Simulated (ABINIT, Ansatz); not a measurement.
# NaAsF6 (Fm-3m): one start, several treatments of the self-energy

Aim: compare treatments of exchange, screening and correlation for the gap of NaAsF6 (Fm-3m).

Calculated with ABINIT 10.8.3; LDA and many-body steps on it, plane waves.

## 1. Set-up

The structure is cubic, space group Fm-3m (No. 225). The conventional cell has a = 7.966 Å, b = 7.966 Å, c = 7.966 Å, α = 90.00°, β = 90.00°, γ = 90.00°. Nearest to Na lie 6 F at 2.24 Å. Nearest to As lie 6 F at 1.74 Å. F has 1 As at 1.74 Å and 1 Na at 2.24 Å nearest. Farther neighbours and most contacts between anions are not listed.

The cell and positions are those that the Materials Project relaxed with its own functionals (PBE, PBE+U or r2SCAN), kept fixed.

## 2. Empty states on the mesh, 2×2×2 mesh, 260 bands

This step: ABINIT 10.8.3; DFT, LDA, plane waves, norm-conserving pseudopotentials.

The sums over transitions need many empty states on a uniform mesh; this step solves for them.

run.abi reads:

```
acell 3*1.0 Angstrom
rprim 
  -0.000000000000 3.983049320000 3.983049320000
  3.983049320000 -0.000000000000 3.983049320000
  3.983049320000 3.983049320000 0.000000000000
ntypat 3
znucl 11 33 9
natom 8
typat 1 2 3 3 3 3 3 3
xred 
  0.500000000000 0.500000000000 0.500000000000
  0.000000000000 0.000000000000 0.000000000000
  0.781629880000 0.781629880000 0.218370120000
  0.218370120000 0.781629880000 0.218370120000
  0.781629880000 0.218370120000 0.218370120000
  0.218370120000 0.218370120000 0.781629880000
  0.781629880000 0.218370120000 0.781629880000
  0.218370120000 0.781629880000 0.781629880000
pp_dirpath "pseudos"
pseudos "Na.upf, As.upf, F.upf"
ecut 38
ngkpt 2 2 2
nshiftk 1
shiftk 0 0 0
kptopt 1
chksymbreak 0
iscf -2
irdden 1
istwfk *1
nband 260
nbdbuf 22
tolwfr 1e-09
nstep 60
prtvol 0
indata_prefix "in"
outdata_prefix "out"
tmpdata_prefix "tmp"
```

Run with:

```sh
$ OMP_NUM_THREADS=1 mpirun -n 4 abinit run.abi > log
```

Numbers of over 12 decimals in the logs are rounded to 6 here.

What it wrote:

```text
.Version 10.8.3 of ABINIT. v10.8.2 released Aug 2026.

 Symmetries : space group Fm -3 m (#225); Bravais cF (face-center cubic)
[... echo of the input left out ...]
== DATASET  1 ==================================================================
-   mpi_nproc: 4, omp_nthreads: 1 (-1 if OMP is not activated)
-    --> not optimal distribution: autoparal keyword recommended in input file <--

--- !DatasetInfo
iteration_state: {dtset: 1, }
dimensions: {natom: 8, nkpt: 3, mband: 260, nsppol: 1, nspinor: 1, nspden: 1, mpw: 9577, }
cutoff_energies: {ecut:  38.0, pawecutdg:  -1.0, }
[...]
2.88871    2.88871    2.89388    2.89388    2.89388    2.90615    2.94875    2.94972
   2.94974    2.94982    2.95434    2.95453    2.97086    2.97101    2.97217    2.97825
   2.97851    2.97995    2.98281    2.98303
 prteigrs : prtvol=0 or 1, do not print more k-points.

== END DATASET(S) ==============================================================
================================================================================

 -outvars: echo values of variables after computation  --------
            nband         260
             nkpt           3
          spgroup         225
 [... the other variables as echoed above ...]

 Calculation completed.
```

It took 1.9 min on 4 MPI ranks of Arm Neoverse V2, shared host; peak memory 0.52 GiB.

This step gave:

```yaml
gap: 5.286 eV
k_of_the_valence_top: 0, 0, 0
k_of_the_conduction_bottom: 0, 0, 0
least_direct_gap: 5.286 eV
k_points_computed: 3
lowest_point_of_the_top_converged_band_above_the_valence_top: 80.3345 eV
```

On this mesh the gap is 5.286 eV.

The density comes from a self-consistent run that is not shown.

## 3. Screening, 2×2×2 mesh, 116 bands, screening to 114.3 eV

The RPA dielectric matrix is built and inverted for each q.

This step: RPA screening on LDA, plane waves, norm-conserving pseudopotentials.

run.abi, as its differences from that of step 2:

```diff
@@ -26,10 +26,11 @@
 chksymbreak 0
-iscf -2
-irdden 1
 istwfk *1
-nband 260
-nbdbuf 22
-tolwfr 1e-09
-nstep 60
-prtvol 0
+occopt 1
+irdwfk 1
+optdriver 3
+nband 116
+ecuteps 4.2
+inclvkb 2
+awtr 1
+symchi 1
 indata_prefix "in"
```

What it wrote:

```text
.Version 10.8.3 of ABINIT. v10.8.2 released Aug 2026.

 Symmetries : space group Fm -3 m (#225); Bravais cF (face-center cubic)
[... echo of the input left out ...]
== DATASET  1 ==================================================================
-   mpi_nproc: 4, omp_nthreads: 1 (-1 if OMP is not activated)

--- !DatasetInfo
iteration_state: {dtset: 1, }
dimensions: {natom: 8, nkpt: 3, mband: 116, nsppol: 1, nspinor: 1, nspden: 1, mpw: 9577, }
cutoff_energies: {ecut:  38.0, pawecutdg:  -1.0, }
electrons: {nelect:   6.60000000E+01, charge:   0.00000000E+00, occopt:   1.00000000E+00, tsmear:   1.00000000E-02, }

 SCREENING: Calculation of the susceptibility and dielectric matrices

 Based on a program developped by R.W. Godby, V. Olevano, G. Onida, and L. Reining.
 Incorporated in ABINIT by V. Olevano, G.-M. Rignanese, and M. Torrent.
.Using double precision arithmetic ; gwpc =  8

[... cell and pseudopotentials left out ...]
--------------------------------------------------------------------------------

 ==== K-mesh for the wavefunctions ====
 Number of points in the irreducible wedge :     3
[... list of points left out ...]
 Together with 48 symmetry operations and time-reversal symmetry
 yields     8 points in the full Brillouin Zone.

 ==== Q-mesh for the screening function ====
 Number of points in the irreducible wedge :     3
[... list of points left out ...]
 Together with 48 symmetry operations and time-reversal symmetry
 yields     8 points in the full Brillouin Zone.

 setmesh: FFT mesh size selected  =    40x   40x   40
          total number of points  =        64000

 vcoul_init : cutoff-mode = AUXILIARY_FUNCTION
 q-points for optical limit:   1
     1)      0.000010    0.000020    0.000030

- screening: taking advantage of time-reversal symmetry
- Maximum band index for partially occupied states nbvw = 33
- Remaining bands to be divided among processors   nbcw = 83
- Number of bands treated by each node ~20

 Number of electrons calculated from density =   66.0000; Expected =   66.0000
 average of density, n =  0.077387
 r_s =    1.4557
 omega_plasma =   26.8343 [eV]

 calculating chi0 at frequencies [eV] :
  1    0.000000E+00    0.000000E+00
  2    0.000000E+00    2.683433E+01

--------------------------------------------------------------------------------
  q-point number  1        q = ( 0.000000, 0.000000, 0.000000) [r.l.u.]
--------------------------------------------------------------------------------
[... chi0 elements left out ...]
 For q-point:  0.000010 0.000020 0.000030
  dielectric constant =   1.7338
  dielectric constant without local fields =   1.9147

  Average fulfillment of the sum rule on Im[epsilon] for q-point    1 :     32.28  [%]
[... wings left out ...]
  q-point number  2        q = ( 0.500000, 0.000000, 0.000000) [r.l.u.]
--------------------------------------------------------------------------------
[... chi0 elements left out ...]
  Average fulfillment of the sum rule on Im[epsilon] for q-point    2 :     37.35  [%]

 [... 1 further q-points ...]
```

The job ended after 23 s (4 MPI ranks; peak memory 1.4 GiB).

Numbers from this step:

| Property | Result |
| --- | --- |
| ε∞ with local fields, on this mesh, along the program's q direction | 1.734 |
| the same without local fields | 1.915 |
| plasma frequency | 26.83 eV |
| plane waves in the screening matrix | 339 |

Local fields lower ε∞ by 9 %. On a Γ-centred mesh this coarse the value itself is usually too large, while a short band sum pulls it down.

## 4. G0W0, Godby-Needs plasmon pole

The self-energy is evaluated for the states that the input lists, and the levels follow from it, in one-shot runs by the linearised quasiparticle equation.

This step: G0W0 on LDA, plane waves, norm-conserving pseudopotentials.

run.abi, as its differences from that of step 3:

```diff
@@ -29,8 +29,15 @@
 irdwfk 1
-optdriver 3
+optdriver 4
 nband 116
+gwcalctyp 0
+ecutsigx 38
+symsigma 1
+nkptgw 1
+kptgw 
+  0.0000000000 0.0000000000 0.0000000000
+bdgw 
+  31 35
 ecuteps 4.2
-inclvkb 2
-awtr 1
-symchi 1
+irdscr 1
+ppmodel 1
 indata_prefix "in"
```

What it wrote:

```text
.Version 10.8.3 of ABINIT. v10.8.2 released Aug 2026.

 Symmetries : space group Fm -3 m (#225); Bravais cF (face-center cubic)
[... echo of the input left out ...]
== DATASET  1 ==================================================================
-   mpi_nproc: 4, omp_nthreads: 1 (-1 if OMP is not activated)

--- !DatasetInfo
iteration_state: {dtset: 1, }
dimensions: {natom: 8, nkpt: 3, mband: 116, nsppol: 1, nspinor: 1, nspden: 1, mpw: 9577, }
cutoff_energies: {ecut:  38.0, pawecutdg:  -1.0, }
electrons: {nelect:   6.60000000E+01, charge:   0.00000000E+00, occopt:   1.00000000E+00, tsmear:   1.00000000E-02, }

 SIGMA: Calculation of the GW corrections

 Based on a program developped by R.W. Godby, V. Olevano, G. Onida, and L. Reining.
 Incorporated in ABINIT by V. Olevano, G.-M. Rignanese, and M. Torrent.
.Using double precision arithmetic ; gwpc =  8

[... cell and pseudopotentials left out ...]
--------------------------------------------------------------------------------

 ==== K-mesh for the wavefunctions ====
 Number of points in the irreducible wedge :     3
[... list of points left out ...]
 Together with 48 symmetry operations and time-reversal symmetry
 yields     8 points in the full Brillouin Zone.

 ==== Q-mesh for screening function ====
 Number of points in the irreducible wedge :     3
[... list of points left out ...]
 Together with 48 symmetry operations and time-reversal symmetry
 yields     8 points in the full Brillouin Zone.

 vcoul_init : cutoff-mode = AUXILIARY_FUNCTION
 q-points for optical limit:   1
     1)      0.000010    0.000020    0.000030
 setmesh: FFT mesh size selected  =    60x   60x   60
          total number of points  =       216000

 Number of electrons calculated from density =   66.0000; Expected =   66.0000
 average of density, n =  0.077387
 r_s =    1.4557
 omega_plasma =   26.8343 [eV]

 === KS Band Gaps ===
  >>>> For spin  1
   Minimum direct gap =   5.2861 [eV], located at k-point      :   0.0000  0.0000  0.0000
   Fundamental gap    =   5.2861 [eV], Top of valence bands at :   0.0000  0.0000  0.0000
                                       Bottom of conduction at :   0.0000  0.0000  0.0000
 SIGMA fundamental parameters:
 PLASMON POLE MODEL  1
 number of plane-waves for SigmaX                 9577
 number of plane-waves for SigmaC and W            339
 number of plane-waves for wavefunctions          9577
 number of bands                                   116
 number of independent spin polarizations            1
 number of spinorial components                      1
 number of k-points in IBZ                           3
 number of q-points in IBZ                           3
 number of symmetry operations                      48
 number of k-points in BZ                            8
 number of q-points in BZ                            8
 number of frequencies for dSigma/dE                 9
 frequency step for dSigma/dE [eV]                0.25
 number of omega for Sigma on real axis              0
 max omega for Sigma on real axis  [eV]           0.00
 zcut for avoiding poles [eV]                     0.10

 EPSILON^-1 parameters (SCR file):
 dimension of the eps^-1 matrix on file            339
 dimension of the eps^-1 matrix used               339
 number of plane-waves for wavefunctions          9577
 number of bands                                   116
 number of q-points in IBZ                           3
 number of frequencies                               2
 number of real frequencies                          1
 number of imag frequencies                          1

 matrix elements of self-energy operator (all in [eV])

 Perturbative Calculation

--- !SelfEnergy_ee
iteration_state: {dtset: 1, }
kpoint     : [   0.000,    0.000,    0.000, ]
spin       : 1
KS_gap     :    5.286
QP_gap     :   10.539
Delta_QP_KS:    5.253
data: !SigmaeeData |
     Band     E0 <VxcDFT>   SigX SigC(E0)      Z dSigC/dE  Sig(E)    E-E0       E
       31  -3.964 -23.072 -30.801   5.042   0.826  -0.210 -25.291  -2.219  -6.184
       32  -3.964 -23.072 -30.801   5.042   0.826  -0.210 -25.291  -2.219  -6.184
       33  -3.964 -23.072 -30.801   5.042   0.826  -0.210 -25.291  -2.219  -6.184
       34   1.322 -18.169 -13.133  -1.595   0.881  -0.134 -15.135   3.033   4.355
       35   5.312  -9.938  -5.419  -1.938   0.909  -0.100  -7.593   2.345   7.657

== END DATASET(S) ==============================================================
================================================================================

 -outvars: echo values of variables after computation  --------
           etotal      0.0000000000E+00
            nband         116
             nkpt           3
          spgroup         225
 [... the other variables as echoed above ...]

 Calculation completed.
```

The job ended after 5.4 s (4 MPI ranks; peak memory 1.3 GiB; 21 s of CPU time).

Numbers from this step:

| Item | Value |
| --- | --- |
| G0W0 gap on the points computed | 10.54 eV |
| starting gap on the mesh | 5.286 eV |
| k of the valence top | 0, 0, 0 |
| k of the conduction bottom | 0, 0, 0 |
| Z at the valence top | 0.826 |
| Z at the conduction bottom | 0.881 |
| least direct G0W0 gap on the computed points | 10.54 eV |

The gap on the mesh goes from 5.29 eV to 10.54 eV, a correction of +5.25 eV.

## 5. G0W0, Hybertsen-Louie plasmon pole

run.abi, as its differences from that of step 4:

```diff
@@ -41,3 +41,3 @@
 irdscr 1
-ppmodel 1
+ppmodel 2
 indata_prefix "in"
```

What it wrote:

```text
.Version 10.8.3 of ABINIT. v10.8.2 released Aug 2026.

 Symmetries : space group Fm -3 m (#225); Bravais cF (face-center cubic)
[... echo of the input left out ...]
== DATASET  1 ==================================================================
-   mpi_nproc: 4, omp_nthreads: 1 (-1 if OMP is not activated)

--- !DatasetInfo
iteration_state: {dtset: 1, }
dimensions: {natom: 8, nkpt: 3, mband: 116, nsppol: 1, nspinor: 1, nspden: 1, mpw: 9577, }
cutoff_energies: {ecut:  38.0, pawecutdg:  -1.0, }
electrons: {nelect:   6.60000000E+01, charge:   0.00000000E+00, occopt:   1.00000000E+00, tsmear:   1.00000000E-02, }

 SIGMA: Calculation of the GW corrections

 Based on a program developped by R.W. Godby, V. Olevano, G. Onida, and L. Reining.
 Incorporated in ABINIT by V. Olevano, G.-M. Rignanese, and M. Torrent.
.Using double precision arithmetic ; gwpc =  8

[... cell and pseudopotentials left out ...]
--------------------------------------------------------------------------------

 ==== K-mesh for the wavefunctions ====
 Number of points in the irreducible wedge :     3
[... list of points left out ...]
 Together with 48 symmetry operations and time-reversal symmetry
 yields     8 points in the full Brillouin Zone.

 ==== Q-mesh for screening function ====
 Number of points in the irreducible wedge :     3
[... list of points left out ...]
 Together with 48 symmetry operations and time-reversal symmetry
 yields     8 points in the full Brillouin Zone.

 vcoul_init : cutoff-mode = AUXILIARY_FUNCTION
 q-points for optical limit:   1
     1)      0.000010    0.000020    0.000030
 setmesh: FFT mesh size selected  =    60x   60x   60
          total number of points  =       216000

 Number of electrons calculated from density =   66.0000; Expected =   66.0000
[...]
number of q-points in IBZ                           3
 number of symmetry operations                      48
 number of k-points in BZ                            8
 number of q-points in BZ                            8
 number of frequencies for dSigma/dE                 9
 frequency step for dSigma/dE [eV]                0.25
 number of omega for Sigma on real axis              0
 max omega for Sigma on real axis  [eV]           0.00
 zcut for avoiding poles [eV]                     0.10

 EPSILON^-1 parameters (SCR file):
 dimension of the eps^-1 matrix on file            339
 dimension of the eps^-1 matrix used               339
 number of plane-waves for wavefunctions          9577
 number of bands                                   116
 number of q-points in IBZ                           3
 number of frequencies                               2
 number of real frequencies                          1
 number of imag frequencies                          1

 matrix elements of self-energy operator (all in [eV])

 Perturbative Calculation

--- !SelfEnergy_ee
iteration_state: {dtset: 1, }
kpoint     : [   0.000,    0.000,    0.000, ]
spin       : 1
KS_gap     :    5.286
QP_gap     :   11.330
Delta_QP_KS:    6.044
data: !SigmaeeData |
     Band     E0 <VxcDFT>   SigX SigC(E0)      Z dSigC/dE  Sig(E)    E-E0       E
       31  -3.964 -23.072 -30.801   4.259   0.908  -0.101 -26.224  -3.152  -7.116
       32  -3.964 -23.072 -30.801   4.259   0.908  -0.101 -26.224  -3.152  -7.116
       33  -3.964 -23.072 -30.801   4.259   0.908  -0.101 -26.224  -3.152  -7.116
       34   1.322 -18.169 -13.133  -1.915   0.927  -0.079 -15.277   2.892   4.213
       35   5.312  -9.938  -5.419  -2.090   0.942  -0.062  -7.651   2.287   7.599

== END DATASET(S) ==============================================================
================================================================================

 -outvars: echo values of variables after computation  --------
           etotal      0.0000000000E+00
            nband         116
             nkpt           3
          spgroup         225
 [... the other variables as echoed above ...]

 Calculation completed.
```

Wall time 5.3 s (4 MPI ranks); peak memory 1.3 GiB; 21 s of CPU time.

This step gave:

```yaml
g0w0_gap_on_the_points_computed: 11.33 eV
starting_gap_on_the_mesh: 5.286 eV
k_of_the_valence_top: 0, 0, 0
k_of_the_conduction_bottom: 0, 0, 0
z_at_the_valence_top: 0.908
z_at_the_conduction_bottom: 0.927
least_direct_g0w0_gap_on_the_computed_points: 11.33 eV
```

Against G0W0 in ABINIT (2×2×2 mesh, 116 bands, screening to 114.3 eV, Godby-Needs plasmon pole), the gap moves by +0.790 eV.

## 6. G0W0, von der Linden-Horsch plasmon pole

run.abi, as its differences from that of step 5:

```diff
@@ -41,3 +41,3 @@
 irdscr 1
-ppmodel 2
+ppmodel 3
 indata_prefix "in"
```

What it wrote:

```text
.Version 10.8.3 of ABINIT. v10.8.2 released Aug 2026.

 Symmetries : space group Fm -3 m (#225); Bravais cF (face-center cubic)
[... echo of the input left out ...]
== DATASET  1 ==================================================================
-   mpi_nproc: 4, omp_nthreads: 1 (-1 if OMP is not activated)

--- !DatasetInfo
iteration_state: {dtset: 1, }
dimensions: {natom: 8, nkpt: 3, mband: 116, nsppol: 1, nspinor: 1, nspden: 1, mpw: 9577, }
cutoff_energies: {ecut:  38.0, pawecutdg:  -1.0, }
[...]
33  -3.964 -23.072 -30.801   5.020   0.903  -0.107 -25.518  -2.446  -6.410
       34   1.322 -18.169 -13.133  -1.608   0.932  -0.072 -14.972   3.197   4.519
       35   5.312  -9.938  -5.419  -2.020   0.955  -0.048  -7.553   2.385   7.697

== END DATASET(S) ==============================================================
================================================================================

 -outvars: echo values of variables after computation  --------
           etotal      0.0000000000E+00
            nband         116
             nkpt           3
          spgroup         225
 [... the other variables as echoed above ...]

 Calculation completed.
```

The job ended after 4.5 s (4 MPI ranks; peak memory 1.1 GiB; 18 s of CPU time).

Numbers from this step:

* G0W0 gap on the points computed: 10.93 eV
* starting gap on the mesh: 5.286 eV
* k of the valence top: 0, 0, 0
* k of the conduction bottom: 0, 0, 0
* least direct G0W0 gap on the computed points: 10.93 eV

Against G0W0 in ABINIT (2×2×2 mesh, 116 bands, screening to 114.3 eV, Godby-Needs plasmon pole), the gap moves by +0.390 eV.

(Continued in part 2 of 2.)

[Paths, hosts, dates, memory and timing lines, banners, echoed tables and standing remarks are left out of the program output.]

[Logs are printed without paths, hosts, clocks, repeated set-up lines and the standing remarks that a program may print on its own settings, such as how far it seeks lower states.]

[Runs of the session that timed out or met a known fault of the program may be left out.]

[No measured gap is set beside runs whose start may be inverted or whose files or cutoffs have a known fault.]

[Hosts, paths, dates, database ids (printed as entryN), source tags and the programs' standing remarks are cut or masked in the printed files.]

[G0W0 gaps are taken among the corrected bands and points alone; a level outside them can change the order at an edge.]

[Where Ansatz stands beside ABINIT at settings called matched, ABINIT's density can come from a denser mesh and the files from another edition; pairs whose starting gaps differed by over 0.03 eV were left out, so agreement reads better than it is.]
